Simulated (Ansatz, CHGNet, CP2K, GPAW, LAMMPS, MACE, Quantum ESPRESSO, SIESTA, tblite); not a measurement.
**Liquid Cu15Zr85 (at. %) at 1900 K (61 atoms): other programs against plane waves**

Aim: forces, pressure of liquid Cu15Zr85 (at. %) at 1900 K (61 atoms) at one geometry, from other programs and methods, against plane-wave PBE.

Results are calculated, not measured.

In doubt: a PseudoDojo file used here is known to give poor structures and forces (SIESTA), which bears on pressures, cells, forces and phonons.

### 1. The cell

The cell holds 61 atoms (9 Cu and 52 Zr), with edges of 11.16, 11.16 and 11.16 Å. Recipe: 61 atoms (9 Cu, 52 Zr) placed at random at 6.06 g/cm³, melted at 2200 K for 10 ps at fixed volume with the Finnis-Sinclair Cu-Zr potential (Mendelev, file CuZr_mm.eam.fs of the LAMMPS distribution). Snapshot at the end of a hold of 10 ps at 1900 K and zero pressure. The density is 6.35 g/cm³.

### 2. The reference input

Quantum ESPRESSO 7.5: Kohn-Sham DFT, PBE, SSSP efficiency 1.3.0 pseudopotentials, plane waves. Its input, pw.in:

```
&control
  calculation = 'scf'
  pseudo_dir = './pseudo'
  outdir = './tmp'
  disk_io = 'none'
  tprnfor = .true.
  tstress = .true.
/
&system
  ibrav = 0
  nat = 61
  ntyp = 2
  ecutwfc = 60
  ecutrho = 480
  nosym = .true.
  occupations = 'smearing'
  smearing = 'fd'
  degauss = 0.003675
/
&electrons
  conv_thr = 3.0e-07
  electron_maxstep = 100
  mixing_beta = 0.2
  mixing_mode = 'local-TF'
  diagonalization = 'david'
/
ATOMIC_SPECIES
Cu 63.546 Cu.upf
Zr 91.224 Zr.upf
CELL_PARAMETERS angstrom
11.15850 0.00000 0.00000
0.00000 11.15850 0.00000
0.00000 0.00000 11.15850
ATOMIC_POSITIONS crystal
Cu 0.15212 0.87732 0.39588
Cu 0.36849 0.46442 0.45857
Cu 0.52034 0.25504 0.66621
Cu 0.57374 0.56098 0.35919
[... 55 atom lines left out ...]
Zr 0.86447 0.91759 0.81304
Zr 0.34800 0.10823 0.08014
K_POINTS gamma
```

```console
$ OMP_NUM_THREADS=1 mpirun -np 4 pw.x -in pw.in > output.txt
```

Elapsed: 6.7 min, on 4 MPI ranks of Arm Neoverse V2, shared host; peak memory 5.6 GiB.

It converged with an r.m.s. force component of 0.85 eV/Å and a pressure of -0.42 GPa.

### 3. What was run beside it

- CHGNet: machine-learned potential, published weights.
- CP2K 2026.2: Gaussian basis with GTH pseudopotentials and a plane-wave density; labels give functional, basis (MOLOPT sets; SR short-range, UZH the newer set with its own potentials), grid cutoff/relative cutoff and solver (OT: orbital transformation; TRS4, TC2, SIGN: linear-scaling purification with its sparsity filter), or its built-in tight binding.
- MACE: machine-learned potential, published weights.
- SIESTA 5.4.2: numerical atomic orbitals, whose automatically made sets are far from complete, with PseudoDojo norm-conserving potentials that we converted to its format (checked against plane waves on the same files for H, C, O, Si, Ge and Ca alone); labels give functional, basis size, energy shift and mesh cutoff.

All use the same cell and atoms, and the electronic-structure runs the same k-mesh.

### 4. Side by side

Differences are against the reference: forces as r.m.s. over components, share as that over the reference's r.m.s. force, slope as the fitted ratio of a run's forces to the reference's.

```tsv
run	Δ force, r.m.s. (meV/Å)	share (%)	slope	Δ pressure (GPa)	cores	CPU time	memory (GiB)
reference	-	-	-	-	4	27 min	5.6
CHGNet 0.3.0 potential	327	38.4	0.925	0.0112	1	3.4 s	0.6
CHGNet r2SCAN potential	515	60.4	0.428	-1.09	1	3.3 s	0.6
CP2K PBE, DZVP-UZH, 280/50 Ry, diagonalisation (coarse)	171	20.1	1.007	1.37	4	26 min	5.8
CP2K PBE, DZVP-UZH, 800/50 Ry, diagonalisation	35.2	4.14	1.017	1.11	4	28 min	9.6
CP2K PBE, SZV-MOLOPT-SR, 800/50 Ry, diagonalisation (coarse)	264	31.0	0.942	-2.08	2	11 min	4.8
MACE MPA-0 medium potential	215	25.3	1.009	0.0479	1	7.1 s	0.79
SIESTA PBE, DZ, shift 0.01 Ry, mesh 500 Ry (coarse)	207	24.3	1.130	-7.37	2	9.4 min	2.2
SIESTA PBE, DZP, shift 0.002 Ry, mesh 500 Ry	134	15.8	1.137	0.954	4	44 min	5.1
SIESTA PBE, DZP, shift 0.01 Ry, mesh 500 Ry	101	11.8	1.090	-1.09	2	20 min	3.0
SIESTA PBE, SZP, shift 0.01 Ry, mesh 500 Ry (coarse)	133	15.6	1.125	-0.102	2	14 min	2.7
```

Rows marked coarse were listed beforehand as settings not expected to be converged; some can still land near the reference.

Times of the machine-learned potentials are mostly Python's start and the loading of weights.

Runs without a result: tblite GFN1-xTB (not converged); GPAW PBE, LCAO dzp, h 0.2 Å (cut off at its time limit); CP2K GFN1-xTB, diagonalisation (not converged); GPAW PBE, LCAO dzp, h 0.28 Å (cut off at its time limit); GPAW PBE, LCAO szp(dzp), h 0.2 Å (cut off at its time limit); GPAW PBE, LCAO dzp, h 0.2 Å, other mixer settings (cut off at its time limit).

CPU time is summed over cores on shared hosts, so it is rough.

### 5. What came out

Forces lie from 4.1 % (CP2K PBE, DZVP-UZH, 800/50 Ry, diagonalisation) to 60 % (CHGNet r2SCAN potential) of the reference's r.m.s. force of 0.85 eV/Å away from it. The PBE runs in local orbitals, coarse settings apart, differ by 4.1 % (CP2K PBE, DZVP-UZH, 800/50 Ry, diagonalisation) to 16 % (SIESTA PBE, DZP, shift 0.002 Ry, mesh 500 Ry); basis, grid and potentials can all enter. Machine-learned potentials differ by 25 % (MACE MPA-0 medium potential) to 60 % (CHGNet r2SCAN potential); they were trained on other programs' data, some at another functional. Runs with settings chosen to be coarse differ by 16 % (SIESTA PBE, SZP, shift 0.01 Ry, mesh 500 Ry) to 31 % (CP2K PBE, SZV-MOLOPT-SR, 800/50 Ry, diagonalisation), their programs' other errors included.

SIESTA PBE, DZP, shift 0.002 Ry, mesh 500 Ry stiffens the forces by a factor of 1.14 while following their directions (correlation 0.998); the slopes of the 4 SIESTA runs lie between 1.09 and 1.14. From CP2K PBE, DZVP-UZH, 280/50 Ry, diagonalisation to the finer CP2K PBE, DZVP-UZH, 800/50 Ry, diagonalisation the share falls from 20 to 4.1 %. Pressures at PBE, coarse settings apart, lie -1.09 to +1.11 GPa from the reference's.

Caveats: The potentials hold different valence shells: 723 electrons in the reference, 795 in SIESTA; this bears on time and differences. The reference's pressure holds the uncorrected Pulay stress of its 60 Ry basis, so small pressure differences may be the reference's own error. A potential file of the SIESTA runs is in doubt, which bears on their forces and pressure. The frame stands for 1900 K, but pressures are static and levels are smeared at 580 K, under the temperature of the frame, which matters where levels are partly filled. The electron count is odd in these runs, and they have no spin polarisation, so the unpaired electron is spread evenly over both spins. Machine-learned potentials mimic data converged in k, so the reference's own k-point error enters their differences. The network of bonds at the start is that of the classical potential that made the cell, and needn't be the one that DFT or experiment would give. The electron count is odd and the run has no spin polarisation, so levels at the top are partly filled by construction. The electronic-structure runs sample only Γ, in a cell whose shortest periodic width is 11 Å, which is coarse for a cell with partly filled levels. CP2K warns in some runs that its smearing reaches the highest orbitals computed, so too few empty orbitals were added. Where levels are smeared, the DFT runs use Fermi–Dirac occupations at 580 K (0.05 eV), and energies are free energies. The reference's cutoffs and mesh weren't converged further here.

[Logs are printed without paths, hosts, clocks, repeated set-up lines and the standing remarks that a program may print on its own settings, such as how far it seeks lower states.]

[Hosts, paths, dates, database ids (printed as entryN), source tags and the programs' standing remarks are cut or masked in the printed files.]

[Cells were taken only where this reference lay near another plane-wave run.]
